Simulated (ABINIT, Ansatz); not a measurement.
**A GW chain in ABINIT: BaTiO3 (P4mm)**

Wanted: ground state, empty states, screening and self-energy for BaTiO3 (P4mm).

Method: LDA and many-body steps on it, plane waves, in ABINIT 10.8.3.

This is a report of a sequence of runs, with most program output left out.

The database entry behind the starting cell differs from later determinations by our own check (c/a about 0.6 % short), so it need not match the best structure at ambient conditions.

## (1) Set-up

The structure is tetragonal, space group P4mm (No. 99). Conventional cell: a = 4.000 Å, b = 4.000 Å, c = 4.018 Å, α = 90.00°, β = 90.00°, γ = 90.00°. Nearest to Ba lie 12 O at 2.79 to 2.88 Å. Nearest to Ti lie 6 O at 1.89 to 2.13 Å. Nearest to O lie 2 Ti at 1.89 to 2.13 Å and 4 Ba at 2.83 Å. Nearest to O lie 2 Ti at 2.00 Å and 4 Ba at 2.79 to 2.88 Å. Farther neighbours and most contacts between anions are not listed.

The cell and positions come from the Crystallography Open Database and are kept as given unless a step says otherwise. Spin-orbit coupling is left out unless a step names it.

## (2) Ground state

This step: ABINIT 10.8.3; DFT, LDA, plane waves, norm-conserving pseudopotentials.

The ground-state density comes first.

The input, run.abi:

```
acell 3*1.0 Angstrom
rprim 
  3.999800000000 0.000000000000 0.000000000000
  0.000000000000 3.999800000000 0.000000000000
  0.000000000000 0.000000000000 4.018000000000
ntypat 3
znucl 56 22 8
natom 5
typat 1 2 3 3 3
xred 
  0.000000000000 0.000000000000 0.000000000000
  0.500000000000 0.500000000000 0.490000000000
  0.500000000000 0.500000000000 0.019000000000
  0.500000000000 0.000000000000 0.517000000000
  0.000000000000 0.500000000000 0.517000000000
pp_dirpath "pseudos"
pseudos "Ba.upf, Ti.upf, O.upf"
ecut 38
ngkpt 6 6 6
nshiftk 1
shiftk 0 0 0
kptopt 1
chksymbreak 0
nband 26
occopt 1
tolvrs 1e-10
nstep 60
prtwf 0
optforces 0
optstress 0
indata_prefix "in"
outdata_prefix "out"
tmpdata_prefix "tmp"
```

Command:

```console
$ OMP_NUM_THREADS=1 mpirun -n 4 abinit run.abi > log
```

The job ended after 78 s (4 MPI ranks of Arm Neoverse V1, shared host; peak memory 0.38 GiB).

Numbers from this step:

* total energy: -3738.7326 eV
* gap: 1.742 eV
* k of the valence top: 0.5, 0.5, 0.5
* k of the conduction bottom: 0, 0, 0
* least direct gap: 2.023 eV

The gap is indirect, with the least direct gap 0.28 eV higher.

## (3) Empty states on the mesh, 4×4×4 mesh, 83 bands

The sums over transitions need many empty states on a uniform mesh; this step solves for them.

run.abi, as its differences from that of step 2:

```diff
@@ -18,3 +18,3 @@
 ecut 38
-ngkpt 6 6 6
+ngkpt 4 4 4
 nshiftk 1
@@ -23,9 +23,10 @@
 chksymbreak 0
-nband 26
-occopt 1
-tolvrs 1e-10
+iscf -2
+irdden 1
+istwfk *1
+nband 83
+nbdbuf 6
+tolwfr 1e-09
 nstep 60
-prtwf 0
-optforces 0
-optstress 0
+prtvol 0
 indata_prefix "in"
```

Run time: 60 s. Hardware: 4 MPI ranks; peak memory 0.39 GiB; 4 min of CPU time.

Numbers from this step:

* gap: 1.742 eV
* k of the valence top: 0.5, 0.5, 0.5
* k of the conduction bottom: 0, 0, 0
* least direct gap: 2.023 eV
* k points computed: 18
* lowest point of the top converged band, above the valence top: 43.28 eV

On this mesh the gap is 1.742 eV.

## (4) Screening, 4×4×4 mesh, 77 bands, screening to 119.7 eV

The RPA dielectric matrix is built and inverted for each q.

This step: RPA screening on LDA, plane waves, norm-conserving pseudopotentials.

run.abi, as its differences from that of step 3:

```diff
@@ -23,10 +23,11 @@
 chksymbreak 0
-iscf -2
-irdden 1
 istwfk *1
-nband 83
-nbdbuf 6
-tolwfr 1e-09
-nstep 60
-prtvol 0
+occopt 1
+irdwfk 1
+optdriver 3
+nband 77
+ecuteps 4.4
+inclvkb 2
+awtr 1
+symchi 1
 indata_prefix "in"
```

It took 94 s on 4 MPI ranks; peak memory 1.4 GiB.

Numbers from this step:

```
ε∞ with local fields, on this mesh, along the program's q direction : 6.362
the same without local fields                                       : 6.914
plasma frequency                                                    : 29.29 eV
plane waves in the screening matrix                                 : 179
```

Local fields lower ε∞ by 8 %. On a Γ-centred mesh this coarse the value itself is usually too large, while a short band sum pulls it down.

## (5) Self-energy, 4×4×4 mesh, 77 bands, screening to 119.7 eV

The self-energy is evaluated for the states that the input lists, and the levels follow from it, in one-shot runs by the linearised quasiparticle equation.

This step: G0W0 on LDA, plane waves, norm-conserving pseudopotentials.

run.abi, as its differences from that of step 4:

```diff
@@ -26,8 +26,17 @@
 irdwfk 1
-optdriver 3
+optdriver 4
 nband 77
+gwcalctyp 0
+ecutsigx 38
+symsigma 1
+nkptgw 2
+kptgw 
+  0.5000000000 0.5000000000 0.5000000000
+  0.0000000000 0.0000000000 0.0000000000
+bdgw 
+  18 23
+  19 23
 ecuteps 4.4
-inclvkb 2
-awtr 1
-symchi 1
+irdscr 1
+ppmodel 1
 indata_prefix "in"
```

The job ended after 12 s (4 MPI ranks; peak memory 1 GiB).

This step gave:

```yaml
g0w0_gap_on_the_points_computed: 3.456 eV
starting_gap_on_the_mesh: 1.742 eV
k_of_the_valence_top: 0.5, 0.5, 0.5
k_of_the_conduction_bottom: 0, 0, 0
z_at_the_valence_top: 0.762
z_at_the_conduction_bottom: 0.78
least_direct_g0w0_gap_on_the_computed_points: 3.728 eV
```

The gap on the mesh goes from 1.74 eV to 3.46 eV, a correction of +1.71 eV.

Limits: finite bands, cutoff and mesh; no spin-orbit coupling; coarse k mesh. v1 is the top filled band, c1 the lowest empty one. The levels before and after the correction (eV, zero at the valence-band top of each column):

```csv
,conduction bottom,valence top
Kohn-Sham,1.74,0.00
G0W0,3.46,0.00
```

```csv
,level,energy (eV)
Kohn-Sham,(0.5 0.5 0.5) v3-v2,-0.083
Kohn-Sham,(0.5 0.5 0.5) v1,0.000
Kohn-Sham,(0.5 0.5 0.5) c1-c3,4.199
Kohn-Sham,Γ v2-v1,-0.281
Kohn-Sham,Γ c1,1.742
Kohn-Sham,Γ c2-c3,1.962
G0W0,(0.5 0.5 0.5) v3-v2,-0.097
G0W0,(0.5 0.5 0.5) v1,0.000
G0W0,(0.5 0.5 0.5) c1-c3,6.066
G0W0,Γ v2-v1,-0.272
G0W0,Γ c1,3.456
G0W0,Γ c2-c3,3.655
```

## (6) Where the time went

Times are wall times on 4 MPI ranks of Arm Neoverse V1, shared host, good to a factor of about two.

```csv
step,time,share,memory (GiB)
ground state,78 s,32 %,0.38
empty states on the mesh,60 s,25 %,0.39
screening,94 s,38 %,1.4
self-energy,12 s,5 %,1.0
```

## (7) Results

| Item | Value |
| --- | --- |
| LDA gap | 1.74 eV, indirect |
| G0W0 gap on the mesh | 3.46 eV |
| GW settings | 4×4×4 mesh, 77 bands, screening to 119.7 eV, Godby-Needs plasmon pole |
| known limits | not at the basis limit; no spin-orbit coupling; coarse k mesh |

What this shows: G0W0 moves the gap on the mesh from 1.74 eV to 3.46 eV (+1.71 eV), with Z of 0.76 and 0.78 at the edges. Local fields lower the RPA ε∞ on this mesh from 6.91 to 6.36; a Γ-centred mesh this coarse tends to raise both, most where the direct gap is narrow, while a short band sum lowers them. Only 2 of the mesh's irreducible points were corrected, so a valley elsewhere could overtake. Bands and cutoff are finite, so the gap is not at the basis limit. The miss can reach some tenths of an eV and take either sign; the mesh is an error of its own. In the G0W0 run levels were corrected at 2 k points alone, so a gap called «on the mesh» is the least over those, and an edge elsewhere would be missed. The 4×4×4 mesh is coarse for this cell, which bears on the long-range parts of exchange and screening. The many-body steps are scalar-relativistic: spin-orbit coupling is not in them.

[Paths, hosts, dates, memory and timing lines, banners, echoed tables and standing remarks are left out of the program output.]

[Logs are printed without paths, hosts, clocks, repeated set-up lines and the standing remarks that a program may print on its own settings, such as how far it seeks lower states.]

[Runs of the session that timed out or met a known fault of the program may be left out.]

[Hosts, paths, dates, database ids (printed as entryN), source tags and the programs' standing remarks are cut or masked in the printed files.]

[G0W0 gaps are taken among the corrected bands and points alone; a level outside them can change the order at an edge.]

[Where Ansatz stands beside ABINIT at settings called matched, ABINIT's density can come from a denser mesh and the files from another edition; pairs whose starting gaps differed by over 0.03 eV were left out, so agreement reads better than it is.]
